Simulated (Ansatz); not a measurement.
# MgSi (P4/mmm): the cell at rest

Wanted: the relaxed cell of MgSi (P4/mmm).

Program: Ansatz 0.2.0. Level of theory: DFT PBEsol, scalar-relativistic, plane waves, norm-conserving pseudopotentials. Results are calculated unless marked as measured.

## Step 1: Starting point

It takes space group P4/mmm (No. 123, tetragonal). Conventional cell: a = 2.908 Å, b = 2.908 Å, c = 4.103 Å, α = 90.00°, β = 90.00°, γ = 90.00°. Nearest to Mg lie 8 Si at 2.90 Å and 4 Mg at 2.91 Å. Nearest to Si lie 8 Mg at 2.90 Å and 4 Si at 2.91 Å. Farther neighbours are not listed.

## Step 2: Probe on a coarse mesh

A quick single point on a coarse mesh tells whether the cell has a gap and how far it is from rest, which sets the k mesh and smearing that follow.

File input.yaml:

```yaml
crystal:
  lattice:
    - [2.908394, 0.0, 0.0]
    - [0.0, 2.908394, 0.0]
    - [0.0, 0.0, 4.103427]
  atoms:
    - { symbol: Mg, position: [0.0, 0.0, 0.0] }
    - { symbol: Si, position: [0.5, 0.5, 0.5] }
kpoints:
  mp_grid: { grid: [6, 6, 4] }
hamiltonian:
  xc: pbesol
  pseudopotentials: { kind: nc }
scf:
  occupations: { method: gaussian, width: 0.1 }
output:
  forces: true
  stress: true
  eigenvalues: true
```

Launch:

```console
$ ansatz run input.yaml --threads 4 --pin off --max-ram 7168MiB --backend cpu --events-out ev --progress --plain --runs-dir out
```

Numbers of over 12 decimals in the logs are rounded to 6 here.

The program printed:

```text
Engine: ansatz 0.2.0, aarch64-unknown-linux-gnu
Pseudopotentials: kind: nc
Pseudopotential: Mg, nc, valence charge 10, recommended cutoff 1142.878222 eV (normal), Mg.nc.azcp (PseudoDojo's, or run here from an input of PseudoDojo's: the run reads no file of this project's for it)
[...]
--- Band table (eV; the first three rows and the last of 30) ---
  k-point 0: bands = [... 3 lower, -34.5062, -2.9821, 5.4584, 7.3057, 12.6084, 12.6084, 13.7148, 16.6040]
  k-point 1: bands = [... 3 lower, -34.5062, -2.5771, 2.7932, 11.0403, 12.8270, 12.8270, 14.1844, 16.9941]
  k-point 2: bands = [... 3 lower, -34.5062, -1.9689, 1.1851, 13.0954, 13.0954, 15.0215, 15.8947, 16.7321]
  k-point 29: bands = [... 3 lower, -34.5023, 4.8849, 5.9522, 5.9522, 7.7013, 9.4977, 9.4977, 9.5428]
[key lines of the parts left out:]
SCF converged after 6 iterations
Free energy (F): -1728.814736 eV
Fermi energy:    8.359915 eV
P = ⅓ Tr σ = -0.5647 GPa (-5.647 kbar)
```

The job ended after 0.59 s (4 threads of Arm Neoverse V2, shared host; peak memory 0.33 GiB).

This step gave:

| Item | Value |
| --- | --- |
| pressure | -0.5647 GPa |
| volume per atom | 17.35 Å³ |
| gap on the k-mesh | 0 eV |

The coarse mesh shows no gap and a pressure of -0.6 GPa.

## Step 3: Bringing the structure to rest

Harmonic phonons are second derivatives at a point where the forces vanish, and they are wanted at zero stress, so atoms and cell are relaxed first.

Edit input.yaml of step 2 so:

```diff
@@ -9,3 +9,3 @@
 kpoints:
-  mp_grid: { grid: [6, 6, 4] }
+  mp_grid: { grid: [14, 14, 10] }
 hamiltonian:
@@ -19 +19,6 @@
   eigenvalues: true
+relax:
+  adjacent_minimum: "off"
+  f_tol: 0.005
+  max_steps: 80
+  cell: { stress_tol: 0.05 }
```

The program printed:

```text
[...]
Crystal: 2 atoms, lattice volume = 34.710 Å³
Basis set: ecut = 1142.878222 eV, 2995 PW (Γ), exchange–correlation on 72×72×96 points (8 copies of the dense FFT grid, shifted against one another)
Bands: 11, of which v1, the nominal top of the filled ones, is band 7 counted from 1 (6 counted from 0)
Symmetry: 16 space group operations
[...]
k-points: 216 of 1960
[...]
SCF iter   1: F=—  HF=-1728.825777 eV  |F-HF|=—  |Δ(HF+E_count)|=         —  Δρ=2.22e-2  dr2=1.23e-1  ethr=3.10e-3  ⟨swp⟩=5.8  Hψ=16125  notcnv=0
[...]
SCF iter   6: F=-1728.804089 eV  HF=-1728.804089 eV  |F-HF|=4.95e-9  |Δ(HF+E_count)|=   7.54e-8  Δρ=2.19e-5  dr2=4.64e-8  ethr=7.14e-10  ⟨swp⟩=7.4  Hψ=12807  notcnv=0
SCF 1 converged in 6 iterations: F = -1728.804089 eV  dr2 = 4.64e-8
relax step   1: F+E_penalty+E_count = -1728.80408928 eV  Δ(F+E_penalty+E_count) = +0.000e0 eV  max|allowed force component| = 5.670e-31 eV/Å  Δτ_max = 0.0000 Å  P = -1.458 GPa  Ω = 34.710 Å³  (6 SCF iters, dr2 threshold 1.00e-7 eV, accepted)
Crystal: 2 atoms, lattice volume = 33.721 Å³
Basis set: ecut = 1142.878222 eV, 2961 PW (Γ), exchange–correlation on 72×72×96 points (8 copies of the dense FFT grid, shifted against one another)
[...]
iter 1 solved again at ethr=2.27e-6 eV; its pass at ethr=3.10e-3 eV (dr2=3.18e-4 eV) is discarded
[...]
SCF iter   4: F=-1728.817662 eV  HF=-1728.817662 eV  |F-HF|=2.82e-8  |Δ(HF+E_count)|=   2.34e-7  Δρ=2.80e-5  dr2=9.66e-8  ethr=1.43e-9  ⟨swp⟩=4.9  Hψ=12712  notcnv=0
SCF 2 converged in 4 iterations: F = -1728.817662 eV  dr2 = 9.66e-8
relax step   2: F+E_penalty+E_count = -1728.81766191 eV  Δ(F+E_penalty+E_count) = -1.357e-2 eV  max|allowed force component| = 2.219e-31 eV/Å  Δτ_max = 0.0000 Å  P = +0.961 GPa  Ω = 33.721 Å³  energy of the carried Pulay correction = +1.283e-4 eV  (4 SCF iters, dr2 threshold 2.00e-7 eV, accepted)
Crystal: 2 atoms, lattice volume = 34.161 Å³
Basis set: ecut = 1142.878222 eV, 2977 PW (Γ), exchange–correlation on 72×72×96 points (8 copies of the dense FFT grid, shifted against one another)
[...]
SCF iter   4: F=-1728.819312 eV  HF=-1728.819312 eV  |F-HF|=1.11e-9  |Δ(HF+E_count)|=   4.65e-8  Δρ=5.34e-6  dr2=5.51e-9  ethr=1.43e-9  ⟨swp⟩=6.3  Hψ=10429  notcnv=0
SCF 3 converged in 4 iterations: F = -1728.819312 eV  dr2 = 5.51e-9
relax step   3: F+E_penalty+E_count = -1728.81931163 eV  Δ(F+E_penalty+E_count) = -1.650e-3 eV  max|allowed force component| = 0.000e0 eV/Å  Δτ_max = 0.0000 Å  P = -0.051 GPa  Ω = 34.161 Å³  energy of the carried Pulay correction = +6.993e-5 eV  (4 SCF iters, dr2 threshold 2.00e-7 eV, accepted)
[...]
relax step   4: F+E_penalty+E_count = -1728.81934577 eV  Δ(F+E_penalty+E_count) = -3.415e-5 eV  max|allowed force component| = 5.325e-30 eV/Å  Δτ_max = 0.0000 Å  P = -0.024 GPa  Ω = 34.136 Å³  energy of the carried Pulay correction = +7.323e-5 eV  (3 SCF iters, dr2 threshold 2.28e-8 eV, accepted)
[...]
relax step   5: F+E_penalty+E_count = -1728.81936754 eV  Δ(F+E_penalty+E_count) = -2.177e-5 eV  max|allowed force component| = 1.381e-30 eV/Å  Δτ_max = 0.0000 Å  P = +0.002 GPa  Ω = 34.105 Å³  energy of the carried Pulay correction = +7.751e-5 eV  (4 SCF iters, dr2 threshold 7.00e-9 eV, accepted)
Basis set: ecut = 1142.878222 eV, 2977 PW (Γ), exchange–correlation on 72×72×90 points (8 copies of the dense FFT grid, shifted against one another)
[...]
SCF iter   1: F=—  HF=-1728.819555 eV  |F-HF|=—  |Δ(HF+E_count)|=         —  Δρ=1.88e-5  dr2=3.88e-9  ethr=9.60e-8  ⟨swp⟩=3.9  Hψ=23956  notcnv=0
eigensolver tolerance schedule: the retry pair's looser diagonalisation over-reported the residual by 3462.58 of it (diagonalisation noise at 0.12 of the residual, at the tolerance the schedule requests for it); recorded, not acted on — ethr = c·dr2/N_el stays at c = 1.0e-1
[...]
SCF iter   2: F=—  HF=-1728.819346 eV  |F-HF|=—  |Δ(HF+E_count)|=   2.09e-4  Δρ=1.07e-5  dr2=1.27e-9  ethr=2.77e-11  ⟨swp⟩=2.6  Hψ=4316  notcnv=0
[...]
SCF iter   4: F=-1728.819346 eV  HF=-1728.819346 eV  |F-HF|=5.46e-12  |Δ(HF+E_count)|=  6.59e-12  Δρ=5.94e-7  dr2=1.03e-11  ethr=1.00e-12  ⟨swp⟩=7.2  Hψ=12246  notcnv=0
SCF 6 converged in 4 iterations: F = -1728.819346 eV  dr2 = 1.03e-11
relax step   6: F+E_penalty+E_count = -1728.81934581 eV  Δ(F+E_penalty+E_count) = +2.173e-5 eV  max|allowed force component| = 1.775e-30 eV/Å  Δτ_max = 0.0000 Å  P = +0.001 GPa  Ω = 34.105 Å³  stress off target by 1.53e-2 GPa  SCF on the basis re-selected at this cell (its energy is not comparable with the rows above)  (4 SCF iters)
basis re-selected at this cell: Δ(F+E_penalty+E_count) = +2.173e-5 eV, ΔP = -0.001 GPa vs the last step (what re-selecting the basis moved, of the pressure what is left beyond the Pulay correction that the steps carried, after the strain that the cell walked since its last selection, with what the two solves' SCF thresholds leave and, on support functions, any second-order correction that the steps lacked; it is no measure of the basis error at this ecutwfc). The dense FFT grid was sized anew with the basis: this SCF ran on 36×36×45 points, the steps before it on 36×36×48, so part of this shift can come from that change (see relax.cell in the input reference). [rest of the remark cut]
SCF converged after 4 iterations
Free energy (F): -1728.819346 eV
[...]
Internal energy: -1728.815566 eV  (E = F + TS)
E sigma→0 (E₀):  -1728.817456 eV
Entropy (-TS):   -0.003780 eV (-1.890 meV/atom)
Fermi energy:    8.404669 eV
[...]
--- Stress (GPa, compression-positive) ---
        0.009383       0.000000       0.000000
        0.000000       0.009383       0.000000
        0.000000       0.000000      -0.015323
  P = ⅓ Tr σ = 0.0011 GPa (0.011 kbar)
--- Band table (eV; the first three rows and the last of 216) ---
  k-point 0: bands = [... 3 lower, -34.3009, -2.8678, 5.9689, 7.9841, 12.5025, 12.5025, 13.6496, 16.4939]
  k-point 1: bands = [... 3 lower, -34.3010, -2.7916, 5.0602, 9.0676, 12.5477, 12.5477, 13.7343, 16.5679]
  k-point 2: bands = [... 3 lower, -34.3011, -2.5715, 3.7381, 10.9196, 12.6740, 12.6740, 13.9840, 16.7810]
  k-point 215: bands = [... 3 lower, -34.2931, 4.9904, 6.0987, 6.0987, 7.6574, 9.5739, 9.5739, 9.6505]
--- Relaxed structure (5 steps of the walk, 5 accepted, 1 SCFs on fresh bases) ---
  F+E_penalty+E_count = -1728.81934581 eV   max|allowed force component| = 1.775e-30 eV/Å   (the final SCF, on the basis selected at the relaxed cell)
  cell:  # Å, volume = 34.1052 Å³
    - [2.929749, 0, 0.0]
    - [0, 2.929749, 0.0]
    - [0.0, 0.0, 3.973381]
  atoms:
    - { symbol: Mg, position: [0, 0, 0.0] }
    - { symbol: Si, position: [0.500000, 0.500000, 0.5] }
```

It took 23 s on 4 threads; peak memory 0.59 GiB.

The steps of the relaxation:

```csv
step,energy less that of the first step (eV),largest force component (eV/Å),pressure (GPa),volume (Å³)
1,0.0000,0.0000,-1.46,34.71
2,-0.0136,0.0000,0.96,33.72
3,-0.0152,0.0000,-0.05,34.16
4,-0.0153,0.0000,-0.02,34.14
5,-0.0153,0.0000,0.00,34.11
6*,-0.0153,0.0000,0.00,34.11
```

Relaxation steps marked * repeat the geometry before them on a plane-wave basis chosen anew for their cell, so energy and pressure can jump there.

Forces are held to the 16 operations that the run works with; a distortion that breaks them can't arise in this run.

```csv
"conventional cell, symmetrised",before,after,change
a (Å),2.908,2.930,+0.7 %
b (Å),2.908,2.930,+0.7 %
c (Å),4.103,3.973,-3.2 %
volume (Å³/atom),17.35,17.05,-1.7 %
```

The relaxed structure:

```xyz
2
Lattice="2.9297 0.0000 0.0000 0.0000 2.9297 0.0000 0.0000 0.0000 3.9734" Properties=species:S:1:pos:R:3 pbc="T T T"
Mg    0.0000    0.0000    0.0000
Si    1.4649    1.4649    1.9867
```

This step gave:

```
pressure        : 0.001147 GPa
volume per atom : 17.05 Å³
```

In this step the volume went from 17.35 to 17.05 Å³/atom.

## Step 4: Relaxing to small forces for the phonons

Phonons need a cell at rest on their own settings, so the relaxation is repeated with tight tolerances on forces and stress, using the mesh and the filling of the phonon run that follows.

input.yaml, the sections that differ from step 3:

```yaml
crystal:
  lattice:
    - [2.9297493252, 0.0, 0.0]
    - [0.0, 2.9297493252, 0.0]
    - [0.0, 0.0, 3.9733811054]
  atoms:
    - { symbol: Mg, position: [0.0, 0.0, 0.0] }
    - { symbol: Si, position: [0.5, 0.5, 0.5] }
kpoints:
  mp_grid: { grid: [16, 16, 12] }
scf:
  occupations: { method: methfessel_paxton, width: 0.15 }
relax:
  adjacent_minimum: "off"
  f_tol: 0.001
  max_steps: 60
  cell: { stress_tol: 0.01 }
# hamiltonian, output: as in step 3
```

The program printed:

```text
[...]
Crystal: 2 atoms, lattice volume = 34.105 Å³
Basis set: ecut = 1142.878222 eV, 2977 PW (Γ), exchange–correlation on 72×72×90 points (8 copies of the dense FFT grid, shifted against one another)
Bands: 11, of which v1, the nominal top of the filled ones, is band 7 counted from 1 (6 counted from 0)
[... 1 set-up line as in the run before ...]
[...]
k-points: 315 of 3072
[...]
k-point 314: bands = [... 3 lower, -34.3125, 4.9408, 6.0807, 6.0807, 7.6104, 9.5400, 9.5400, 9.6220]
--- Relaxed structure (4 steps of the walk, 4 accepted, 1 SCFs on fresh bases) ---
[...]
cell:  # Å, volume = 34.1599 Å³
    - [2.937916, 0, 0.0]
    - [0, 2.937916, 0.0]
    - [0.0, 0.0, 3.957659]
  atoms:
    - { symbol: Mg, position: [0, 0, 0.0] }
    - { symbol: Si, position: [0.5, 0.5, 0.5] }
[key lines of the parts left out:]
SCF converged after 5 iterations
Free energy (F): -1728.814688 eV
Fermi energy:    8.385785 eV
P = ⅓ Tr σ = 0.0013 GPa (0.013 kbar)
```

It took 27 s on 4 threads; peak memory 0.7 GiB.

Step by step:

```csv
step,energy less that of the first step (eV),largest force component (eV/Å),pressure (GPa),volume (Å³)
1,0.0000,0.0000,0.03,34.11
2,-0.0002,0.0000,0.04,34.13
3,-0.0002,0.0000,-0.01,34.16
4,-0.0002,0.0000,0.00,34.16
5*,-0.0002,0.0000,0.00,34.16
```

Relaxation steps marked * repeat the geometry before them on a plane-wave basis chosen anew for their cell, so energy and pressure can jump there.

The run keeps the 16 symmetry operations that it works with, so distortions that break them were not tested.

```csv
"conventional cell, symmetrised",before,after,change
a (Å),2.930,2.938,+0.3 %
b (Å),2.930,2.938,+0.3 %
c (Å),3.973,3.958,-0.4 %
volume (Å³/atom),17.05,17.08,+0.2 %
```

Final coordinates:

```cif
data_structure
_symmetry_space_group_name_H-M 'P 1'
_symmetry_Int_Tables_number 1
_cell_length_a 2.9379
_cell_length_b 2.9379
_cell_length_c 3.9577
_cell_angle_alpha 90.000
_cell_angle_beta 90.000
_cell_angle_gamma 90.000
_cell_volume 34.16
loop_
_atom_site_label
_atom_site_type_symbol
_atom_site_fract_x
_atom_site_fract_y
_atom_site_fract_z
_atom_site_occupancy
Mg1 Mg 0.00000 0.00000 0.00000 1
Si2 Si 0.50000 0.50000 0.50000 1
```

This step gave:

```yaml
pressure: 0.001326 GPa
volume_per_atom: 17.08 Å³
```

The forces vanish by symmetry and the pressure is 0.001 GPa, within the tolerances set. The cell now holds 17.08 Å³/atom.

## Step 5: What came out

```
space group after relaxation (within 0.01 Å) : P4/mmm
lattice constant a                           : 2.938 Å
lattice constant b                           : 2.938 Å
lattice constant c                           : 3.958 Å
volume per atom                              : 17.1 Å³
```

What this shows: The forces vanish by symmetry and the pressure is 0.001 GPa, within the tolerances set. The cell now holds 17.08 Å³/atom. The relaxation keeps the symmetry of its start, so it says nothing on stability against lower symmetry.

[Logs are printed without paths, hosts, clocks, repeated set-up lines and the standing remarks that a program may print on its own settings, such as how far it seeks lower states.]

[Hosts, paths, dates, database ids (printed as entryN), source tags and the programs' standing remarks are cut or masked in the printed files.]
